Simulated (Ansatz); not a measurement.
# Where Fe_Mg puts its levels in the gap of MgO (Fm-3m)

Wanted: the transition levels of a substitutional impurity in MgO (Fm-3m), from a cell of 54 host atoms with 1 Mg taken out and 1 Fe put in.

Method: place-levels on r2SCAN runs: charge-transition levels and formation energies with image-charge correction and potential alignment at the atomic sites; PAW set soft_1, in Ansatz 0.2.0.

**What experiment says.**

“Electronic structure of alkaline earth and post-transition metal oxides” (2009, arxiv:0908.1581) quotes from earlier work for MgO, rocksalt (bulk crystal): band gap (literature experimental gap) 7.83 eV [Literature value based on experiment; other listed experimental values range from 7.7 to …].

In doubt: on Fe and Co compounds r2SCAN can change the orbital order between nearby geometries, unless the shell is half filled (in some of the runs), which would bear on fits and elastic values and forces and vibrations.

## Step 1: The starting structure

The cell holds 54 atoms: 26 Mg, 27 O and 1 Fe. Its edges and angles: a = 8.925 Å, b = 8.925 Å, c = 8.925 Å, α = 60.0°, β = 60.0°, γ = 60.0°. It derives from MgO (space group Fm-3m). Nearest the centre at fractional (0.667, 0.667, 0.333): Fe51 at 0.00 Å, O28 at 2.10 Å, O44 at 2.10 Å, O32 at 2.10 Å, O34 at 2.10 Å, O46 at 2.10 Å, O50 at 2.10 Å, Mg9 at 2.98 Å.

Screening for the image-charge correction: ε∞ = 3.24, ε0 = 10.37, from a response run on this crystal (DFPT, PBEsol) at that run's own cell.

The cell's shortest repeat is 8.9 Å.

## Step 2: The runs of each charge state

A transition level is the Fermi level at which two charge states cost the same, so each charge needs its own total energy, at its own relaxed structure.

Random displacements of about 0.05 Å break the site symmetry at the start, so that the relaxation can reach a distorted minimum if there is one. Forces are taken at one point at (¼, ¼, ¼). The cell holds 1 electron more than the neutral one, with a uniform background that keeps it neutral on the whole. The electron count is odd, so at least one spin is unpaired; this run locks the moment at 1 μB.

The sampling was tested on the host first: at the k-points planned (1x1x1 shifted 0.25 0.25 0.25) its energy lies 0.020 eV an atom from the dense-mesh value, under the bound of 0.02 eV set for this test; that bounds the host's error, not the defect's.

One of the inputs; charge, spin and start change from state to state.

File qm1_M1.relax_smeared/input.yaml:

```yaml
crystal:
  lattice:
    - [0.0, 6.31124291, 6.31124291]
    - [6.31124291, 0.0, 6.31124291]
    - [6.31124291, 6.31124291, 0.0]
  atoms:
    - { symbol: Mg, position: [0.0, 0.0, 0.0] }
    - { symbol: O, position: [0.16666667, 0.16666667, 0.16666667] }
[... 6 atom lines left out ...]
    - { symbol: Mg, position: [0.0, 0.33333333, 0.33333333] }
[... 3 atom lines left out ...]
    - { symbol: Mg, position: [0.0, 0.66666667, 0.0] }
[... 1 atom line left out ...]
    - { symbol: Mg, position: [0.0, 0.66666667, 0.33333333] }
[... 5 atom lines left out ...]
    - { symbol: Mg, position: [0.33333333, 0.0, 0.33333333] }
[... 6 atom lines left out ...]
    - { symbol: O, position: [0.5, 0.5, 0.5] }
[... 1 atom line left out ...]
    - { symbol: O, position: [0.5, 0.5, 0.83333333] }
[... 1 atom line left out ...]
    - { symbol: O, position: [0.5, 0.83333333, 0.16666667] }
    - { symbol: Mg, position: [0.33333333, 0.66666667, 0.33333333] }
    - { symbol: O, position: [0.5, 0.83333333, 0.5] }
    - { symbol: Mg, position: [0.33333333, 0.66666667, 0.66666667] }
[... 1 atom line left out ...]
    - { symbol: Mg, position: [0.66666667, 0.0, 0.0] }
[... 1 atom line left out ...]
    - { symbol: Mg, position: [0.66666667, 0.0, 0.33333333] }
[... 4 atom lines left out ...]
    - { symbol: O, position: [0.83333333, 0.5, 0.16666667] }
    - { symbol: Mg, position: [0.66666667, 0.33333333, 0.33333333] }
    - { symbol: O, position: [0.83333333, 0.5, 0.5] }
    - { symbol: Mg, position: [0.66666667, 0.33333333, 0.66666667] }
[... 1 atom line left out ...]
    - { symbol: Mg, position: [0.66666667, 0.66666667, 0.0] }
    - { symbol: O, position: [0.83333333, 0.83333333, 0.16666667] }
    - { symbol: Fe, position: [0.66666667, 0.66666667, 0.33333333], spin: 1.0 }
[... 1 atom line left out ...]
    - { symbol: Mg, position: [0.66666667, 0.66666667, 0.66666667] }
    - { symbol: O, position: [0.83333333, 0.83333333, 0.83333333] }
  host:
    repeats: [3, 3, 3]
    atoms:
      - { symbol: Mg, position: [0.0, 0.0, 0.0] }
      - { symbol: O, position: [0.5, 0.5, 0.5] }
total_charge: -1
basis:
  ecutwfc: 500
  xc_grid: 2
hamiltonian:
  xc: r2scan
  pseudopotentials: { kind: paw, azcp: { folder: soft_1 } }
kpoints:
  mp_grid: { grid: [1, 1, 1], shift: [0.25, 0.25, 0.25] }
magnetization:
  spin_polarized: true
  initial_magnetization: 1
  spin_locking: { lock_magnetization: hard }
scf:
  occupations: { method: fermi_dirac, width: 0.01 }
  max_iter: 100
output:
  forces: true
  charged_corrections:
    epsilon: 3.24
    static_epsilon: 10.37
    defect_position: [0.666667, 0.666667, 0.333333]
relax:
  f_tol: 0.02
  max_steps: 80
  random_displacement: { amplitude: 0.05, seed: 3618 }
checkpoint:
  write: "../qm1_M1.relax_smeared.run"
  compress: false
  write_wavefunctions: true
  write_every: 100000
```

Started as:

```sh
ansatz run input.yaml --threads 8 --pin off --max-ram 15073MiB --backend cpu --events-out ev --progress --plain --runs-dir out
```

Defect states can disperse in a cell of this size, so the energy is taken again at a 2×2×2 shifted mesh, on the relaxed structure.

The run of this state that the levels use, under r2SCAN:

File qm1_M1.point/input.yaml:

```yaml
crystal:
  checkpoint: "../qm1_M1.relax_smeared.run"
  host: checkpoint
total_charge: -1
basis:
  ecutwfc: 500
  xc_grid: 2
hamiltonian:
  xc: r2scan
  pseudopotentials: { kind: paw, azcp: { folder: soft_1 } }
kpoints:
  mp_grid: { grid: [2, 2, 2], shift: [0.5, 0.5, 0.5] }
magnetization:
  spin_polarized: true
  initial_magnetization: 1
  spin_locking: { lock_magnetization: hard }
scf:
  occupations: { method: fermi_dirac, width: 0.01 }
  max_iter: 100
output:
  forces: true
  eigenvalues: true
  charged_corrections:
    epsilon: 3.24
    static_epsilon: 10.37
    defect_position: [0.666667, 0.666667, 0.333333]
  eigenstates: { localisation: true }
  populations: true
  efg: {}
checkpoint:
  read: "../qm1_M1.relax_smeared.run"
  write: "../qm1_M1.point.run"
  compress: false
  write_wavefunctions: false
  write_every: 100000
```

Relaxations under r2SCAN at one point at (¼, ¼, ¼); times on 8 threads of Arm Neoverse N1, shared host:

| charge | moment (μB) | occupations | outcome | steps | largest displacement against the far atoms (Å) | time |
| --- | --- | --- | --- | --- | --- | --- |
| −1 | 1 | fixed | not converged | - | - | 3.6 min |
| −1 | 1 | fermi-dirac | converged | 10 | 0.13 | 11 min |
| −1 | 3 | fixed | converged | 8 | 0.11 | 6.8 min |
| 0 | 0 | fixed | converged | 4 | 0.02 | 52 s |
| 0 | 4 | fixed | converged | 9 | 0.06 | 6 min |
| 0 | 2 | fixed | converged | 9 | 0.04 | 8.4 min |
| +1 | 1 | fixed | converged | 5 | 0.09 | 5.3 min |
| +1 | 5 | fixed | converged | 4 | 0.05 | 1.7 min |
| +1 | 3 | fixed | converged | 9 | 0.11 | 4.5 min |
| +2 | 0 | fixed | not converged | - | - | 75 s |
| +2 | 0 | fermi-dirac | converged | 7 | 0.16 | 3 min |
| +2 | 4 | fixed | converged | 7 | 0.20 | 2.9 min |
| +2 | 2 | fixed | converged | 7 | 0.18 | 4.1 min |

Single points under r2SCAN at a 2×2×2 shifted mesh; times on 8 threads of Arm Neoverse N1, shared host:

```csv
charge,moment (μB),occupations,outcome,time
−1,1,fermi-dirac,converged,3.1 min
−1,3,fermi-dirac,converged,2.6 min
0,0,fermi-dirac,converged,55 s
0,4,fermi-dirac,converged,2.9 min
0,2,fermi-dirac,converged,4.2 min
+1,1,fermi-dirac,converged,4.3 min
+1,5,fermi-dirac,converged,2.1 min
+1,3,fermi-dirac,converged,2.9 min
+2,0,fermi-dirac,converged,66 s
+2,4,fermi-dirac,converged,2.1 min
+2,2,fermi-dirac,converged,3.9 min
```

Distances (Å) from Fe51 to the nearest atoms after relaxation with r2SCAN:

```
charge  moment (μB)      1.      2.      3.      4.      5.      6.
    −1            1  O 2.15  O 2.15  O 2.23  O 2.23  O 2.23  O 2.23
    −1            3  O 2.22  O 2.22  O 2.22  O 2.22  O 2.22  O 2.22
     0            0  O 2.09  O 2.09  O 2.09  O 2.09  O 2.09  O 2.09
     0            4  O 2.09  O 2.09  O 2.16  O 2.16  O 2.16  O 2.16
     0            2  O 2.07  O 2.07  O 2.15  O 2.15  O 2.15  O 2.15
    +1            1  O 2.01  O 2.01  O 2.01  O 2.01  O 2.01  O 2.01
    +1            5  O 2.06  O 2.06  O 2.06  O 2.06  O 2.06  O 2.06
    +1            3  O 2.00  O 2.00  O 2.00  O 2.00  O 2.12  O 2.12
    +2            0  O 1.95  O 1.95  O 1.95  O 1.95  O 1.95  O 1.95
    +2            4  O 1.91  O 1.91  O 1.92  O 1.92  O 2.11  O 2.11
    +2            2  O 1.92  O 1.92  O 1.94  O 1.94  O 1.96  O 1.96
```

## Step 3: Levels against the band edges, r2SCAN

A charged cell interacts with its images and the background, and its potential has another zero than the host's. place-levels removes the first by a point-charge model, screened by the static dielectric constant since the ions have relaxed around the charge, and the second by comparing potentials at atoms far from the defect.

The host is a run of the defect-free crystal in the same cutoffs, grids and k-points, so that basis and sampling errors cancel in part in the differences. The host is run in a cell of 2 atoms on a matching mesh. Its band edges are searched through the zone by a band path, so the gap is smaller than, or equal to, that on the mesh. Chemical potentials are energies per atom of Mg (hcp) and Fe (bcc), run with the same functional and cutoff.

File levels.point.yaml:

```yaml
host:
  run: host.point.run
states: [qm1_M1.point.run, qm1_M3.point.run, q0.point.run, q0_M4.point.run, q0_M2.point.run, qp1_M1.point.run, qp1_M5.point.run, qp1_M3.point.run, qp2.point.run, qp2_M4.point.run, qp2_M2.point.run]
geometry_from:
  qm1_M1.point.run: qm1_M1.relax_smeared.run
  qm1_M3.point.run: qm1_M3.relax.run
  q0.point.run: q0.relax.run
  q0_M4.point.run: q0_M4.relax.run
  q0_M2.point.run: q0_M2.relax.run
  qp1_M1.point.run: qp1_M1.relax.run
  qp1_M5.point.run: qp1_M5.relax.run
  qp1_M3.point.run: qp1_M3.relax.run
  qp2.point.run: qp2.relax_smeared.run
  qp2_M4.point.run: qp2_M4.relax.run
  qp2_M2.point.run: qp2_M2.relax.run
chemical_potentials:
  Mg:
    energy: -1926.407918
    dataset: "<sha256 of the dataset>"
  Fe:
    energy: -4485.887974
    dataset: "<sha256 of the dataset>"
epsilon: 3.24
static_epsilon: 10.37
vertical:
  - { from: qm1_M1.point.run, to: qm1_M1.point_neutral.run }
  - { from: qm1_M3.point.run, to: qm1_M3.point_neutral.run }
  - { from: qp1_M1.point.run, to: qp1_M1.point_neutral.run }
  - { from: qp1_M5.point.run, to: qp1_M5.point_neutral.run }
  - { from: qp1_M3.point.run, to: qp1_M3.point_neutral.run }
  - { from: qp2.point.run, to: qp2.point_neutral.run }
  - { from: qp2_M4.point.run, to: qp2_M4.point_neutral.run }
  - { from: qp2_M2.point.run, to: qp2_M2.point_neutral.run }
```

Started as:

```sh
ansatz place-levels levels.point.yaml -- --threads 8 --pin off --max-ram 15073MiB
```

Numbers of over 12 decimals in the logs are rounded to 6 here.

Output:

```text
[... repeated set-up lines and file paths are left out, and long positions are rounded to six places ...]
(+2/+1) 0.042 eV beneath the valence edge, in the valence band
(+1/0) 2.525 eV above the valence edge, 3.153 eV under the conduction edge
(0/-1) 5.123 eV above the valence edge, 0.555 eV under the conduction edge
formation energy of charge +2: +1.191 eV with the Fermi level at the valence edge
formation energy of charge +1: +1.149 eV with the Fermi level at the valence edge
formation energy of charge 0: +3.673 eV with the Fermi level at the valence edge
formation energy of charge -1: +8.796 eV with the Fermi level at the valence edge
vertical -1 to 0: no energy, since no alignment is typed
  the change from vertical[0].from (qm1_M1.point.run) to vertical[0].to (qm1_M1.point_neutral.run): by its potential at epsilon 3.24 it stands at 0.666 0.665 0.335, with an rms radius of about 1.6 Å (0.9 0.9 0.9 Å across the planes of the cell's vectors); [...]
vertical -1 to 0: no energy, since no alignment is typed
  the change from vertical[1].from (qm1_M3.point.run) to vertical[1].to (qm1_M3.point_neutral.run): by its potential at epsilon 3.24 it stands at 0.668 0.666 0.333, with an rms radius of about 1.7 Å (1.0 0.9 1.0 Å across the planes of the cell's vectors); [...]
vertical +1 to 0: no energy, since no alignment is typed
  the change from vertical[2].from (qp1_M1.point.run) to vertical[2].to (qp1_M1.point_neutral.run): by its potential at epsilon 3.24 it stands at 0.667 0.667 0.332, with an rms radius of about 1.5 Å (0.9 0.9 0.9 Å across the planes of the cell's vectors); [...]
vertical +1 to 0: no energy, since no alignment is typed
[...]
of states[8] (qp2.point.run): it parts from the run that its charge is read beside by 2 carriers, of which the mean alone is read, by its potential at epsilon 3.24, taken for that of held ions (one typed too small widens it): that is narrow, but one of them [...]
  of states[5] (qp1_M1.point.run): its alignment with the host at atomic sites is doubtful: the cell is too small to show whether the defect's potential has decayed: take a larger one; stability_check_not_made
  of states[7] (qp1_M3.point.run): its alignment with the host at atomic sites is doubtful: the cell is too small to show whether the defect's potential has decayed: take a larger one; stability_check_not_made
  of states[2] (q0.point.run): its alignment with the host at atomic sites is doubtful: the cell is too small to show whether the defect's potential has decayed: take a larger one
  of states[4] (q0_M2.point.run): its alignment with the host at atomic sites is doubtful: the cell is too small to show whether the defect's potential has decayed: take a larger one; stability_check_not_made
  of states[0] (qm1_M1.point.run): its alignment with the host at atomic sites is doubtful: the cell is too small to show whether the defect's potential has decayed: take a larger one; stability_check_not_made
  of vertical[0].from (qm1_M1.point.run): stability_check_not_made
  of vertical[1].from (qm1_M3.point.run): stability_check_not_made
  of vertical[2].from (qp1_M1.point.run): stability_check_not_made
  of vertical[3].from (qp1_M5.point.run): stability_check_not_made
  of vertical[4].from (qp1_M3.point.run): stability_check_not_made
  vertical[5].from (qp2.point.run): levels filled in part (TS 0.026 eV): its energy is of no whole electron's
  of vertical[5].from (qp2.point.run): it parts from the run that its charge is read beside by 2 carriers, of which the mean alone is read, by its potential at epsilon 3.24, taken for that of held ions (one typed too small widens it): that is narrow, but one [...]
  of vertical[6].from (qp2_M4.point.run): stability_check_not_made; [...]
  of vertical[7].from (qp2_M2.point.run): stability_check_not_made; [...]
```

The job ended after 1.9 s (8 threads of Arm Neoverse N1, shared host).

Levels between the charges placed, in eV above the valence top:

```
        gap (eV)  (+2/+1)  (+1/0)  (0/−1)
r2SCAN      5.68    -0.04    2.52    5.12
```

Corrections by state:

```csv
charge,moment (μB),image terms and alignment (eV),band filling (eV),ε used,"over the lowest of its charge, as the program ranks them, band filling apart (eV)"
+2,4.0,1.321,-,10.37,0.000
+1,5.0,0.442,-,10.37,0.000
0,4.0,0.000,-,-,0.000
−1,3.0,0.089,-,10.37,0.000
+2,2.0,1.278,-,10.37,0.084
+2,0.0,1.237,-,10.37,1.514
+1,1.0,0.400,-,10.37,0.883
+1,3.0,0.415,-,10.37,0.917
0,0.0,0.000,-,-,0.881
0,2.0,0.000,-,-,0.901
−1,1.0,0.095,-,10.37,0.655
```

The charged structures listed were also run neutral, and place-levels reads from each pair, by the potential or the spins, how wide the charge is by which they differ; that can be the carrier of either run.

```
charge  rms radius (Å)  spread where it is widest against the cell (Å)  wide from (Å)  reading
    +2             1.5                                            0.89           1.26   narrow
    +1             0.6                                            0.35           1.26   narrow
    −1             1.7                                            1.00           1.26   narrow
```

The neutral runs of these pairs need not share the spin of the lowest neutral state, and very wide values only mean spread over the cell.

From the program's caveats on the states, each cut to its opening words:

- charge +2 (4 μB), +2 (2 μB), +2: it parts from the run that its charge is read beside by 2 carriers, of which the mean alone is read, by its potential at epsilon 3.24, taken for that of held [...]
- charge +2 (4 μB), +1 (5 μB), 0 (4 μB), −1 (3 μB), +2 (2 μB), +2, +1 (1 μB), +1 (3 μB), 0, 0 (2 μB), −1 (1 μB): its alignment with the host at atomic sites is doubtful: the cell is too small to show whether the defect's potential has decayed: take a larger one
- charge +2 (4 μB), +1 (5 μB), 0 (4 μB), −1 (3 μB), +2 (2 μB), +1 (1 μB), +1 (3 μB), 0 (2 μB), −1 (1 μB): flagged: stability check not made

The host's formation energy from the elements is -2.963 eV per atom; it sets how far the chemical potentials can move.

Limit set by the element alone; other compounds of these elements are not counted. Chemical potentials from the elements' reference states: Mg 0.00 eV, O -5.93 eV, Fe 0.00 eV. Formation energies (Mg-rich), with the Fermi level at the valence top and at the conduction bottom (gap 5.68 eV):

| charge | at valence top (eV) | at conduction bottom (eV) | correction included (eV) |
| --- | --- | --- | --- |
| +2 | 1.19 | 12.55 | 1.32 |
| +1 | 1.15 | 6.83 | 0.44 |
| 0 | 3.67 | 3.67 | 0.00 |
| −1 | 8.80 | 3.12 | 0.09 |

(Fermi level (eV), lowest formation energy (eV)): (0.00, 1.15), (0.52, 1.66), (1.03, 2.18), (1.55, 2.70), (2.06, 3.21), (2.58, 3.67), (3.10, 3.67), (3.61, 3.67), (4.13, 3.67), (4.65, 3.67), (5.16, 3.63), (5.68, 3.12)

Limit set by the element alone; other compounds of these elements are not counted. Chemical potentials from the elements' reference states: O 0.00 eV, Mg -5.93 eV, Fe 0.00 eV. Formation energy by charge state (O-rich; gap 5.68 eV):

```csv
charge,at valence top (eV),at conduction bottom (eV),correction included (eV)
+2,-4.73,6.62,1.32
+1,-4.78,0.90,0.44
0,-2.25,-2.25,0.00
−1,2.87,-2.81,0.09
```

```tsv
Fermi level (eV)	lowest formation energy (eV)
0.00	-4.78
0.52	-4.26
1.03	-3.74
1.55	-3.23
2.06	-2.71
2.58	-2.25
3.10	-2.25
3.61	-2.25
4.13	-2.25
4.65	-2.25
5.16	-2.29
5.68	-2.81
```

## Step 4: Summary of results

| Quantity | Value |
| --- | --- |
| gap of the host | 5.68 eV (r2SCAN) |
| level (plus 2/plus 1) | 0.04 eV below the valence top |
| level (plus 1/0) | 2.52 eV above the valence top |
| level (0/minus 1) | 5.12 eV above the valence top |
| lowest of the charges placed, just above the valence top (0.02 eV) | +1 |
| lowest of the charges placed, just below the conduction bottom (0.02 eV) | −1 |
| lowest formation energy at mid-gap of the charges run, Mg-rich | 3.67 eV |
| lowest formation energy at mid-gap of the charges run, O-rich | -2.25 eV |

Of the charges placed (−1, 0, +1 and +2), the lowest changes at 2.52 eV (+1/0) and 5.12 eV (0/−1) above the valence top, in a gap of 5.68 eV. (+2/+1) lies 0.04 eV from a band edge, less than the doubt on such levels. Charges below −1 were not placed, so these runs say nothing of levels that involve them. States placed: +2 at 4 μB, 2 μB and 0 μB; +1 at 5 μB, 1 μB and 3 μB; 0 at 4 μB, 0 μB and 2 μB; −1 at 3 μB and 1 μB. Other spin states or structures, where not listed, weren't placed. Fe is taken at its element; compounds, which aren't counted here, bound the chemical potentials and would shift these formation energies. The lowest formation energy (O-rich) is negative across the gap, so the defect would form by itself: these chemical potentials lie beyond what competing compounds allow, or the host is unstable against it. The program doubts the alignment of potentials for at least one state, a sign that the cell is small. What this leaves open: the images are only 8.9 Å apart; r2SCAN makes the gap too small and tends to spread out bound carriers; where a gas molecule sets a chemical potential or the host's formation energy, its binding is uncorrected.

Computed beside measured:

| quantity | measured | r2SCAN |
| --- | --- | --- |
| band gap (least gap of the host) (eV) | 7.83 | 5.68 (-2.15 eV) |

Measured values from arxiv:0908.1581 (2009).

Verdict: The band gap is off by -2.15 eV: a clear miss. Local and semilocal functionals usually give gaps below the measured ones. Zero-point and thermal motion shift the measured gap.

[Logs are printed without paths, hosts, clocks, repeated set-up lines and the standing remarks that a program may print on its own settings, such as how far it seeks lower states.]

[Hosts, paths, dates, database ids (printed as entryN), source tags and the programs' standing remarks are cut or masked in the printed files.]

[Where a table of states has a column of steps, it counts the stored structures, which are thinned; the runs took as many ionic steps or more.]

[A defect's name tells the site on which it was built; relaxed atoms can leave that site.]

[For some hosts the program warned that the k-mesh of the response run may be too coarse for force constants and the static dielectric constant; such warnings are not shown here.]
